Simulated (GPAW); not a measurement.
# Cu K ELNES/XANES of CuSe (P4/nmm) from DFT, part 3 of 3

Aim: the dependence of the Cu K near-edge features of CuSe (P4/nmm) on volume.

GPAW 26.7.0; X-ray absorption from dipole matrix elements to empty bands, plane-wave PAW LDA.

So far. Step 4 (Spectrum with XCH, Cu atom 3): The total-energy difference is 8990.85 eV. One term is added: -29.79 eV, since the hole is spin-paired here and a spin-polarised one costs that much less in the free atom (computed apart). The photon energy is then 8961.06 eV. The tabulated edge of the element is 8979 eV. The functional leaves an error in such absolute values: in the free atom LDA prices this hole 18.3 eV below PBE (computed apart), and PBE is itself good to a few eV.

**7. Reference energy of the supercell**

Level of this step: plane-wave PAW DFT, LDA, self-consistent field (GPAW).

The cell changes for the next run, so it gets a reference energy of its own.

The cell differs from the one that the last finished run ended in (a 7.316 → 7.395 Å, b 7.316 → 7.395 Å, c 7.385 → 7.465 Å).

File scf.py:

```python
import numpy as np
from ase import Atoms
from ase.parallel import parprint, paropen
from gpaw import GPAW, PW, FermiDirac, Mixer, MixerDif, setup_paths
from gpaw.test import gen
setup_paths.insert(0, '.')
gen('Cu', name='nch1s', xcname='LDA', corehole=(1, 0, 0), write_xml=True)
from gpaw.mpi import world
world.barrier()

atoms = Atoms('Se8Cu8',
    cell=[[0, 7.39505217, 0],
     [-7.39505217, 0, 0],
     [3.69752609, 3.69752609, 5.32732513]],
    scaled_positions=[[0.11149821, 0.13850179, 0.27700358],
     [0.11149821, 0.63850179, 0.27700358],
     [0.61149821, 0.13850179, 0.27700358],
     [0.61149821, 0.63850179, 0.27700358],
     [0.63850179, 0.11149821, 0.72299642],
     [0.63850179, 0.61149821, 0.72299642],
     [0.13850179, 0.11149821, 0.72299642],
     [0.13850179, 0.61149821, 0.72299642],
     [0.25, 0.75, 0],
     [0.25, 0.25, 0],
     [0.75, 0.75, 0],
     [0.75, 0.25, 0],
     [0, 0, 0],
     [0, 0.5, 0],
     [0.5, 0, 0],
     [0.5, 0.5, 0]],
    pbc=True)
atoms.calc = calc = GPAW(legacy_gpaw=True, mode=PW(430, force_complex_dtype=True), xc='LDA', setups={8: 'nch1s'},
    kpts={'size': (3, 3, 3), 'gamma': True}, occupations=FermiDirac(0.1),
    charge=0, mixer=Mixer(0.1, 5, 50), maxiter=150,
    convergence={'density': 0.0001, 'eigenstates': 1e-6}, txt='scf.txt')
energy = atoms.get_potential_energy() + calc.get_reference_energy()
ef = calc.get_fermi_level()
out = dict(energy=energy, fermi=ef, forces=atoms.get_forces().tolist())
parprint(f'all-electron energy {energy:.4f} eV, Fermi level {ef:.4f} eV')
ev = np.array([[calc.get_eigenvalues(k, s) for k in range(len(calc.get_ibz_k_points()))] for s in range(calc.get_number_of_spins())])
out['homo'], out['lumo'], out['counts'] = ev[ev < ef].max(), ev[ev > ef].min(), sorted(set((ev < ef).sum((0, 2)).tolist()))
out['filled'] = (ev[:, 0] < ef).sum(1).tolist()
import json
with paropen('out.json', 'w') as f:
    json.dump(out, f)
```

Started as:

```
> OMP_NUM_THREADS=1 mpirun -n 4 gpaw python scf.py
```

Numbers of over 12 decimals in the logs are rounded to 6 here.

What it wrote:

```text
Input parameters:
  convergence: {density: 0.0001,
                eigenstates: 1e-06}
  kpts: {gamma: True,
         size: (3, 3, 3)}
  maxiter: 150
  mixer: {backend: pulay,
          beta: 0.1,
          method: separate,
          nmaxold: 5,
          weight: 50}
  mode: {ecut: 430.0,
         force_complex_dtype: True,
         name: pw}
  occupations: {fixmagmom: False,
                name: fermi-dirac,
[...]
*s    :     0.821514
4p(0) :    -0.028757     1.001617
*p    :     0.971243
3d(10):    -0.195673     0.277238
*d    :     0.804327
--------------------------------

Diagonalizing with gridspacing h=0.050

state   all-electron     PAW
-------------------------------
4s:      -0.178486    -0.178572
4p:      -0.028757    -0.028678
3d:      -0.195673    -0.196155
*f:                    0.071609
-------------------------------
all-electron energy -887817.2924 eV, Fermi level 5.7478 eV
[key lines of the parts left out:]
Converged after 13 iterations.
Dipole moment: (24.378450, -24.378450, 0.000000) |e|*Ang
Free energy:    -71.316889
Fermi level: 5.74783
```

Run time: 52 s. Hardware: 4 MPI ranks of Arm Neoverse V2, shared host; peak memory 0.34 GiB; 3.5 min of CPU time.

Reference energy: -887817.292 eV with the cores included.

**8. Spectrum with XCH, Cu atom 3**

Shorter bonds are expected to push antibonding states and scattering resonances up, and longer ones down; the cell is scaled to test that.

Changed against the first core-hole run: volume scale from 1 to 0.94.

File xas.py:

```python
import numpy as np
from ase import Atoms
from ase.parallel import parprint, paropen
from gpaw import GPAW, PW, FermiDirac, Mixer, MixerDif, setup_paths
from gpaw.test import gen
setup_paths.insert(0, '.')
gen('Cu', name='fch1s', xcname='LDA', corehole=(1, 0, 1), write_xml=True)
from gpaw.mpi import world
world.barrier()

atoms = Atoms('Se8Cu8',
    cell=[[0, 7.39505217, 0],
     [-7.39505217, 0, 0],
     [3.69752609, 3.69752609, 5.32732513]],
    scaled_positions=[[0.11149821, 0.13850179, 0.27700358],
     [0.11149821, 0.63850179, 0.27700358],
     [0.61149821, 0.13850179, 0.27700358],
     [0.61149821, 0.63850179, 0.27700358],
     [0.63850179, 0.11149821, 0.72299642],
     [0.63850179, 0.61149821, 0.72299642],
     [0.13850179, 0.11149821, 0.72299642],
     [0.13850179, 0.61149821, 0.72299642],
     [0.25, 0.75, 0],
     [0.25, 0.25, 0],
     [0.75, 0.75, 0],
     [0.75, 0.25, 0],
     [0, 0, 0],
     [0, 0.5, 0],
     [0.5, 0, 0],
     [0.5, 0.5, 0]],
    pbc=True)
atoms.calc = calc = GPAW(legacy_gpaw=True, mode=PW(430, force_complex_dtype=True), xc='LDA', setups={8: 'fch1s'},
    kpts={'size': (3, 3, 3), 'gamma': True}, occupations=FermiDirac(0.1),
    charge=-1, mixer=Mixer(0.1, 5, 50), maxiter=150,
    convergence={'density': 0.0001, 'eigenstates': 1e-6}, txt='scf.txt')
energy = atoms.get_potential_energy() + calc.get_reference_energy()
ef = calc.get_fermi_level()
out = dict(energy=energy, fermi=ef, forces=atoms.get_forces().tolist())
parprint(f'all-electron energy {energy:.4f} eV, Fermi level {ef:.4f} eV')
ev = np.array([[calc.get_eigenvalues(k, s) for k in range(len(calc.get_ibz_k_points()))] for s in range(calc.get_number_of_spins())])
out['homo'], out['lumo'], out['counts'] = ev[ev < ef].max(), ev[ev > ef].min(), sorted(set((ev < ef).sum((0, 2)).tolist()))
out['filled'] = (ev[:, 0] < ef).sum(1).tolist()

from ase.units import Ha
from gpaw.xas import dipole_matrix_elements
nb = int(calc.get_number_of_electrons() / 2) + 176
top, nb = nb, nb + 8 + nb // 12
nscf = calc.fixed_density(kpts={'size': (3, 3, 3), 'gamma': True}, nbands=nb,
    convergence={'bands': top, 'eigenstates': 1e-5}, maxiter=60, txt='nscf.txt')
cell = atoms.cell.array
ops = [cell.T @ U.T @ np.linalg.inv(cell.T) for U in nscf.wfs.kd.symmetry.op_scc]
E = np.arange(-6, 34, 0.1)
fwhm = np.interp(E, [4, 25], [1.55, 3.5])
Y, X, zero, highest = 0, 0, 1e9, 1e9
for spin in range(nscf.get_number_of_spins()):
    wfs = nscf.wfs
    A = dipole_matrix_elements(wfs.setups[8])
    eps = np.zeros((wfs.kd.nibzkpts, nb))
    d = np.zeros((3, A.shape[1], wfs.kd.nibzkpts, nb), complex)
    for kpt in wfs.kpt_u:
        if kpt.s == spin and 8 in kpt.P_ani:
            eps[kpt.k] = kpt.eps_n * Ha
            d[:, :, kpt.k] = (kpt.weight * wfs.nspins / 2) ** 0.5 * np.inner(A, kpt.P_ani[8])
    world.sum(eps)
    world.sum(d)
    T = np.einsum('amkn,bmkn->abkn', d, d.conj()).real
    T = sum(np.einsum('ai,ijkn,bj->abkn', R, T, R) for R in ops) / len(ops)
    empty = eps > ef
    zero, highest = min(zero, eps[empty].min()), min(highest, eps[:, top - 1].min())
    lines = [(eps, T, empty)] if spin == 0 else lines + [(eps, T, empty)]
for eps, T, empty in lines:
    f = np.einsum('aakn->akn', T).reshape(3, -1)
    x = eps.ravel() - zero
    w = np.interp(x, E, fwhm) / 2.35482
    g = np.exp(-0.5 * ((E[:, None] - x) / w) ** 2) / (w * (2 * np.pi) ** 0.5)
    Y = Y + (f * empty.ravel()) @ g.T
    X = X + (f * ~empty.ravel()) @ g.T
out.update(E=E.round(2).tolist(), xas=Y.tolist(), xes=X.tolist(), zero=zero, valid=highest - zero, nk=len(eps), nb=nb)
for i in range(0, len(E), 10):
    parprint(f'{E[i]:7.2f}', *(f'{v:10.3e}' for v in Y[:, i]))
import json
with paropen('out.json', 'w') as f:
    json.dump(out, f)
```

Started as:

```
> OMP_NUM_THREADS=1 mpirun -n 4 gpaw python xas.py
```

What it wrote:

```text
Input parameters:
  charge: -1
  convergence: {density: 0.0001,
                eigenstates: 1e-06}
  kpts: {gamma: True,
         size: (3, 3, 3)}
  maxiter: 150
  mixer: {backend: pulay,
          beta: 0.1,
          method: separate,
          nmaxold: 5,
          weight: 50}
  mode: {ecut: 430.0,
         force_complex_dtype: True,
         name: pw}
  occupations: {fixmagmom: False,
[...]
*d    :     0.252057
--------------------------------

Diagonalizing with gridspacing h=0.050

state   all-electron     PAW
-------------------------------
4s:      -0.517664    -0.517809
4p:      -0.294182    -0.294289
3d:      -0.747943    -0.748405
*f:                   -0.018700
-------------------------------
all-electron energy -878826.2492 eV, Fermi level 5.8103 eV
[...]
32.00  1.604e-07  1.604e-07  1.696e-07
  33.00  1.798e-07  1.798e-07  1.787e-07
[key lines of the parts left out:]
Converged after 19 iterations.
Dipole moment: (24.139713, -24.472394, -0.000000) |e|*Ang
Free energy:    -79.141312
Fermi level: 5.81031
```

Elapsed: 4.1 min, on 4 MPI ranks; peak memory 0.56 GiB; 16 min of CPU time.

```csv
E (eV),first run,this run
-2.0,0.00,0.00
-1.0,0.01,0.01
0.0,0.05,0.06
1.0,0.04,0.04
2.0,0.01,0.01
3.0,0.14,0.13
4.0,0.54,0.54
5.0,0.92,0.89
6.0,1.40,1.34
7.0,1.75,1.74
8.0,1.40,1.46
9.0,1.12,1.10
10.0,1.23,1.19
11.0,1.24,1.29
12.0,1.11,1.13
13.0,1.21,1.12
14.0,1.38,1.33
15.0,1.34,1.42
16.0,1.16,1.29
17.0,1.05,1.11
18.0,1.07,1.04
19.0,1.17,1.11
20.0,1.22,1.24
21.0,1.18,1.28
22.0,1.06,1.19
23.0,0.93,1.04
24.0,0.90,0.93
25.0,0.96,0.94
26.0,1.02,1.01
27.0,1.05,1.07
28.0,1.02,1.08
29.0,0.96,1.03
30.0,0.94,0.97
31.0,1.00,0.95
32.0,1.08,1.02
```

Against the first run the r.m.s. difference is 6 %. The highest intensity below 24 eV goes from 7.0 eV (1.75) to 7.2 eV (1.75).

The photon energy of the zero moves by +0.19 eV.

**9. Supercell without a hole, the energy reference**

The cell changes for the next run, so it gets a reference energy of its own.

The cell differs from the one that the last finished run ended in (a 7.395 → 7.473 Å, b 7.395 → 7.473 Å, c 7.465 → 7.543 Å).

scf.py: that of step 7 with these lines changed.

```diff
@@ -11,5 +11,5 @@
 atoms = Atoms('Se8Cu8',
-    cell=[[0, 7.39505217, 0],
-     [-7.39505217, 0, 0],
-     [3.69752609, 3.69752609, 5.32732513]],
+    cell=[[0, 7.47290055, 0],
+     [-7.47290055, 0, 0],
+     [3.73645027, 3.73645027, 5.38340636]],
     scaled_positions=[[0.11149821, 0.13850179, 0.27700358],
```

Started as:

```
> OMP_NUM_THREADS=1 mpirun -n 4 gpaw python scf.py
```

What it wrote:

```text
Input parameters:
  convergence: {density: 0.0001,
                eigenstates: 1e-06}
  kpts: {gamma: True,
         size: (3, 3, 3)}
  maxiter: 150
  mixer: {backend: pulay,
          beta: 0.1,
          method: separate,
          nmaxold: 5,
          weight: 50}
  mode: {ecut: 430.0,
         force_complex_dtype: True,
         name: pw}
  occupations: {fixmagmom: False,
                name: fermi-dirac,
[...]
*s    :     0.821514
4p(0) :    -0.028757     1.001617
*p    :     0.971243
3d(10):    -0.195673     0.277238
*d    :     0.804327
--------------------------------

Diagonalizing with gridspacing h=0.050

state   all-electron     PAW
-------------------------------
4s:      -0.178486    -0.178572
4p:      -0.028757    -0.028678
3d:      -0.195673    -0.196155
*f:                    0.071609
-------------------------------
all-electron energy -887817.2551 eV, Fermi level 5.3597 eV
[key lines of the parts left out:]
Converged after 13 iterations.
Dipole moment: (24.166213, -24.166213, 0.000000) |e|*Ang
Free energy:    -71.287396
Fermi level: 5.35974
```

The job ended after 55 s (4 MPI ranks; peak memory 0.35 GiB).

Reference energy: -887817.255 eV with the cores included.

**10. Spectrum with XCH, Cu atom 3**

Shorter bonds are expected to push antibonding states and scattering resonances up, and longer ones down; the cell is scaled to test that.

Changed against the first core-hole run: volume scale from 1 to 0.97.

xas.py: that of step 8 with these lines changed.

```diff
@@ -11,5 +11,5 @@
 atoms = Atoms('Se8Cu8',
-    cell=[[0, 7.39505217, 0],
-     [-7.39505217, 0, 0],
-     [3.69752609, 3.69752609, 5.32732513]],
+    cell=[[0, 7.47290055, 0],
+     [-7.47290055, 0, 0],
+     [3.73645027, 3.73645027, 5.38340636]],
     scaled_positions=[[0.11149821, 0.13850179, 0.27700358],
@@ -45,3 +45,3 @@
 from gpaw.xas import dipole_matrix_elements
-nb = int(calc.get_number_of_electrons() / 2) + 176
+nb = int(calc.get_number_of_electrons() / 2) + 181
 top, nb = nb, nb + 8 + nb // 12
```

Started as:

```
> OMP_NUM_THREADS=1 mpirun -n 4 gpaw python xas.py
```

What it wrote:

```text
Input parameters:
  charge: -1
  convergence: {density: 0.0001,
                eigenstates: 1e-06}
  kpts: {gamma: True,
         size: (3, 3, 3)}
  maxiter: 150
  mixer: {backend: pulay,
          beta: 0.1,
          method: separate,
          nmaxold: 5,
          weight: 50}
  mode: {ecut: 430.0,
         force_complex_dtype: True,
         name: pw}
  occupations: {fixmagmom: False,
[...]
*d    :     0.252057
--------------------------------

Diagonalizing with gridspacing h=0.050

state   all-electron     PAW
-------------------------------
4s:      -0.517664    -0.517809
4p:      -0.294182    -0.294289
3d:      -0.747943    -0.748405
*f:                   -0.018700
-------------------------------
all-electron energy -878826.3112 eV, Fermi level 5.4207 eV
[...]
32.00  1.694e-07  1.694e-07  1.738e-07
  33.00  1.836e-07  1.836e-07  1.772e-07
[key lines of the parts left out:]
Converged after 17 iterations.
Dipole moment: (23.928612, -24.258960, 0.000000) |e|*Ang
Free energy:    -79.210720
Fermi level: 5.42073
```

Wall time 4.3 min (4 MPI ranks); peak memory 0.58 GiB; 17 min of CPU time.

```
E (eV)  first run  this run
  -2.0       0.00      0.00
  -1.0       0.01      0.01
   0.0       0.05      0.06
   1.0       0.04      0.04
   2.0       0.01      0.01
   3.0       0.14      0.14
   4.0       0.54      0.54
   5.0       0.92      0.90
   6.0       1.40      1.37
   7.0       1.75      1.75
   8.0       1.40      1.43
   9.0       1.12      1.11
  10.0       1.23      1.21
  11.0       1.24      1.26
  12.0       1.11      1.12
  13.0       1.21      1.17
  14.0       1.38      1.37
  15.0       1.34      1.39
  16.0       1.16      1.22
  17.0       1.05      1.07
  18.0       1.07      1.05
  19.0       1.17      1.15
  20.0       1.22      1.24
  21.0       1.18      1.23
  22.0       1.06      1.12
  23.0       0.93      0.98
  24.0       0.90      0.91
  25.0       0.96      0.95
  26.0       1.02      1.02
  27.0       1.05      1.06
  28.0       1.02      1.05
  29.0       0.96      0.99
  30.0       0.94      0.95
  31.0       1.00      0.97
  32.0       1.08      1.06
```

The scaled spectrum changes by 3 % r.m.s. The highest intensity below 24 eV stays at 7.0 eV.

The photon energy of the zero moves by +0.09 eV.

**11. The volumes side by side**

```csv
volume,nearest distance (Å),shift of the zero (eV),maximum 1 (eV above own zero),maximum 2 (eV above own zero),maximum 3 (eV above own zero),maximum 4 (eV above own zero)
0.91,2.340,+0.30,7.2,11.0,15.2,21.2
0.94,2.365,+0.19,7.2,10.8,14.8,20.8
0.97,2.390,+0.09,7.0,10.6,14.6,20.4
1,2.415,+0.00,7.0,10.6,14.4,20.0
```

The curves, each shifted by its zero's change so that they share one photon-energy axis, counted from the zero at V × 1:

```
E (eV)  V × 0.91  V × 0.94  V × 0.97  V × 1
  -2.0      0.00      0.00      0.00   0.00
  -1.0      0.00      0.01      0.01   0.01
   0.0      0.05      0.05      0.05   0.05
   1.0      0.06      0.06      0.05   0.04
   2.0      0.02      0.01      0.01   0.01
   3.0      0.06      0.09      0.11   0.14
   4.0      0.41      0.46      0.50   0.54
   5.0      0.78      0.82      0.87   0.92
   6.0      1.15      1.24      1.32   1.40
   7.0      1.65      1.71      1.73   1.75
   8.0      1.63      1.56      1.47   1.40
   9.0      1.18      1.13      1.12   1.12
  10.0      1.11      1.15      1.19   1.23
  11.0      1.28      1.29      1.27   1.24
  12.0      1.23      1.17      1.13   1.11
  13.0      1.08      1.10      1.15   1.21
  14.0      1.21      1.29      1.35   1.38
  15.0      1.41      1.42      1.40   1.34
  16.0      1.39      1.32      1.24   1.16
  17.0      1.23      1.14      1.08   1.05
  18.0      1.07      1.04      1.05   1.07
  19.0      1.05      1.09      1.13   1.17
  20.0      1.16      1.22      1.23   1.22
  21.0      1.29      1.28      1.23   1.18
  22.0      1.29      1.22      1.13   1.06
  23.0      1.17      1.07      0.99   0.93
  24.0      1.01      0.94      0.91   0.90
  25.0      0.93      0.93      0.94   0.96
  26.0      0.97      0.99      1.01   1.02
  27.0      1.05      1.06      1.06   1.05
  28.0      1.09      1.08      1.05   1.02
  29.0      1.09      1.05      1.00   0.96
  30.0      1.03      0.98      0.95   0.94
  31.0      0.96      0.95      0.97   1.00
  32.0      0.96      1.00      1.05   1.08
```

**12. Outcome**

```
absorber and edge                               : Cu K, atom 3 of the ground-state input (counted from 1)
surroundings                                    : 4 Se at 2.41 Å (tetrahedral, site symmetry -4m2)
highest intensity below 24 eV                   : 7.0 eV above the zero, height 1.75
photon energy of the zero, with the added terms : 8961.1 eV (raw 8990.9 eV; LDA puts this hole about 18 eV below PBE, itself good to a few eV)
```

What this shows: From V × 0.91 to V × 1 the nearest distance grows by 0.075 Å and the zero moves by -0.30 eV. Above their own zero, the maxima move from 7.2 to 7.0 eV, from 11.0 to 10.6 eV, from 15.2 to 14.4 eV and from 21.2 to 20.0 eV. The one highest in energy moves most, in the direction that the rule ΔE·R² ≈ constant for scattering resonances gives. The Cu K edge of atom 3, with 4 Se at 2.41 Å (tetrahedral, site symmetry -4m2), has its highest intensity of the first 24 eV at 7.0 eV above the zero, near 8968 eV in photon energy (LDA puts this hole about 18 eV below PBE, itself good to a few eV), 1.7 times the mean level of the first 20 eV (Gaussian full width 1.55 eV up to 4 eV, rising linearly to 3.5 eV at 25 eV). At the Cu K edge of atom 3 polarisation matters most near 9.6 eV, where the curves differ by 0.6 on this scale. The script folds with a Gaussian, whereas the core hole's own line is a Lorentzian, so the onset is too steep and the first peak too high. The unit cell's mesh shows no gap over 0.35 eV. That is right for a metallic compound; for a small-gap or correlated insulator it would be the fault of the functional or of the assumed magnetic order, and the hole would be screened too well. The mesh is coarse (0.39 Å⁻¹ between points), so small maxima may be mesh ripples. Lifetime broadening is put in by hand, and intensities beyond about 20 eV depend on it and on the partial waves. The structure is a computed Materials Project entry and may be a hypothetical form.

[Banner, clock and machine lines of the logs are left out without a mark of their own.]

[Logs are printed without paths, hosts, clocks, repeated set-up lines and the standing remarks that a program may print on its own settings, such as how far it seeks lower states.]

[Hosts, paths, dates, database ids (printed as entryN), source tags and the programs' standing remarks are cut or masked in the printed files.]

[Lists of maxima count a maximum above −3 eV only where it reaches 4 % of the highest in the window and stands out from its surroundings by 2 % of it (1.5 % where it reaches 55 %); shoulders and weaker maxima are passed over, and of the rest the first, up to two pre-edge ones and the few strongest are named.]
